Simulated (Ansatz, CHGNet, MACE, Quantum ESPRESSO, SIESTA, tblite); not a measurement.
**Random rock-salt alloy of NbC and TiC (64 atoms) under volume change, by several methods**

How stiff is random rock-salt alloy of NbC and TiC (64 atoms) under an even change of volume, and do other programs and learned potentials give the same pressure and slope as plane waves?

The results are calculated values.

## 1. Set-up

The cell holds 64 atoms (24 Nb, 32 C and 8 Ti), with edges of 8.87, 8.87 and 8.87 Å. Recipe: rock-salt NbC, 2 x 2 x 2 conventional cells, 8 of 32 Nb sites given to Ti at random (x = 0.250), lattice by Vegard's rule (a = 4.434 Å); not relaxed, displaced by a Gaussian of 0.02 Å. Then the atoms were relaxed with MACE MP-0b3 medium in the fixed cell.

Bonds by pair of elements; cutoffs follow the first minimum of g(r), held within bounds set by covalent radii, and pairs that aren't listed don't count as bonded:

```csv
pair A-B,cutoff (Å),bonds,mean length (Å),spread (Å),shortest (Å),B about A,A about B
C-Nb,2.81,144,2.22,0.016,2.19,4.5,6
C-Ti,2.76,48,2.2,0.021,2.16,1.5,6
```

## 2. The reference input

Quantum ESPRESSO 7.5: Kohn-Sham DFT, PBE, SSSP efficiency 1.3.0 pseudopotentials, plane waves. Its input, pw.in, for the unchanged cell:

```
&control
  calculation = 'scf'
  pseudo_dir = './pseudo'
  outdir = './tmp'
  disk_io = 'none'
  tprnfor = .true.
  tstress = .true.
/
&system
  ibrav = 0
  nat = 64
  ntyp = 3
  ecutwfc = 60
  ecutrho = 480
  nosym = .true.
  occupations = 'smearing'
  smearing = 'fd'
  degauss = 0.003675
/
&electrons
  conv_thr = 3.2e-07
  electron_maxstep = 100
  mixing_beta = 0.2
  mixing_mode = 'local-TF'
  diagonalization = 'david'
/
ATOMIC_SPECIES
Nb 92.906 Nb.upf
C 12.011 C.upf
Ti 47.867 Ti.upf
CELL_PARAMETERS angstrom
8.86900 0.00000 0.00000
0.00000 8.86900 0.00000
0.00000 0.00000 8.86900
ATOMIC_POSITIONS crystal
Nb 0.99872 0.99814 0.99831
C 0.25068 0.00002 0.99957
Nb 0.99837 0.25082 0.25097
C 0.25281 0.25034 0.24970
[... 58 atom lines left out ...]
Nb 0.74823 0.75060 0.50155
C 0.50027 0.75256 0.50034
K_POINTS gamma
```

```console
$ OMP_NUM_THREADS=1 mpirun -np 2 pw.x -in pw.in > output.txt
```

Run time: 6.6 min. Hardware: 2 MPI ranks of Arm Neoverse V2, shared host; peak memory 2.2 GiB.

It converged with an r.m.s. force component of 0.16 eV/Å and a pressure of 1.9 GPa.

## 3. The levels

Every level solves the same cells as single points. CPU time is summed over a level's finished runs, on a host shared with the other runs, so it is rough; the force column is the median over cells of the r.m.s. difference of force components from the reference.

| level | basis or training data | k-points | runs finished | CPU time | peak memory (GiB) | force difference (meV/Å) |
| --- | --- | --- | --- | --- | --- | --- |
| QE, PBE | plane waves, SSSP efficiency, 60/480 Ry | Γ | 3 of 3 | 39 min | 2.2 | reference |
| SIESTA DZP, PBE | DZP orbitals, shift 0.01 Ry, mesh 500 Ry | Γ | 3 of 3 | 43 min | 2.3 | 75 |
| tblite GFN1-xTB | tight binding with its own dispersion term | Γ | 2 of 3 | 11 s | 0.13 | 299 |
| CHGNet 0.3.0 | trained on PBE(+U) plane-wave data | - | 3 of 3 | 8.5 s | 0.97 | 173 |
| MACE MP-0b3 medium | trained on PBE(+U) plane-wave data | - | 3 of 3 | 20 s | 1.1 | 163 |

Runs without a converged result: tblite GFN1-xTB, 1 single point (not converged). A level enters a table below only where it finished every cell that the table needs.

The reference's own r.m.s. force component runs from 154 to 173 meV/Å over these cells. MACE MP-0b3 medium relaxed the atoms, so in the cells that it relaxed its own forces are small, and its entry isn't an independent test there.

## 4. Pressure against volume

The cell is scaled evenly, and at each volume MACE MP-0b3 medium relaxes the atoms again before the single points. The unchanged volume is 10.900 Å³ an atom. Pressures in GPa:

```csv
level,-3 %,0,+3 %
"QE, PBE",11.62,1.86,-6.50
"SIESTA DZP, PBE",15.33,5.21,-3.34
CHGNet 0.3.0,15.94,6.71,-0.98
MACE MP-0b3 medium,16.12,5.98,-2.73
```

Energy less that of the unchanged cell at the same level, in meV an atom:

```csv
level,-3 %,+3 %
"QE, PBE",14.47,4.44
"SIESTA DZP, PBE",20.67,-1.39
CHGNet 0.3.0,22.42,-5.67
MACE MP-0b3 medium,22.24,-3.09
```

## 5. Moduli

From the three volumes nearest the unchanged one: B from the slope of pressure against ln V and from the curvature of the energy, the pressure that the slope of the energy implies, and the volume change at which the printed pressure crosses zero (a dash if it doesn't within the range).

```csv
level,B from pressures (GPa),B from energies (GPa),printed pressure (GPa),pressure from energies (GPa),zero pressure at (%)
"QE, PBE",301.9,308.8,1.86,2.46,+0.7
"SIESTA DZP, PBE",311.2,315.0,5.21,5.40,+1.8
CHGNet 0.3.0,282.0,273.5,6.71,6.88,+2.6
MACE MP-0b3 medium,314.2,312.7,5.98,6.20,+2.0
```

As a check by hand on the reference: from -3 to +3 % the pressure falls by 18.12 GPa while ln V grows by 0.0600, a ratio of 301.8 GPa.

## 6. What came out

The plane-wave reference (PBE) gives a bulk modulus of 301.9 GPa from its pressures, at a volume where its pressure is 1.86 GPa; that pressure crosses zero at +0.7 %. Other programs at PBE: SIESTA DZP, PBE 311.2 GPa (+3 %); its pressure lies +3.34 GPa from the reference's. Learned potentials: CHGNet 0.3.0 282.0 GPa (-7 %) and MACE MP-0b3 medium 314.2 GPa (+4 %); their pressures lie +4.11 to +4.84 GPa from the reference's.

The moduli are read at one volume but at unlike pressures, and a cell under tension is as a rule softer than one under compression. All slopes lie within 7 % of the reference's, while the pressures at one volume spread over 4.8 GPa, so the levels would settle at unlike volumes. Moduli from the energies run from 273 to 315 GPa, within 10 % of those from pressures.

**Limits.** The atoms follow MACE MP-0b3 medium, not each level's own minimum, so these moduli only approach relaxed ones and hang on that choice. Three points at finite strain give rough moduli, at the given volume rather than at zero pressure. Pressures at a fixed plane-wave cutoff or in a small atom-centred basis hold some basis error. The reference samples only Γ, in a cell whose shortest periodic width is 9 Å. The reference isn't exact: its cutoffs and mesh weren't converged further here. SIESTA's automatically made basis is far from complete, and its potentials were converted by us (checked for H, C, O, Si, Ge and Ca alone). The learned potentials mimic data converged in k, so the sampling error of the reference's coarse mesh counts against them here, while programs on the same mesh share it. Spin–orbit coupling is left out. The reference has no spin polarisation, so local moments can't form. Where levels are smeared, the DFT runs use Fermi–Dirac occupations at 580 K (0.05 eV), and energies are free energies.

[Logs are printed without paths, hosts, clocks, repeated set-up lines and the standing remarks that a program may print on its own settings, such as how far it seeks lower states.]

[Hosts, paths, dates, database ids (printed as entryN), source tags and the programs' standing remarks are cut or masked in the printed files.]
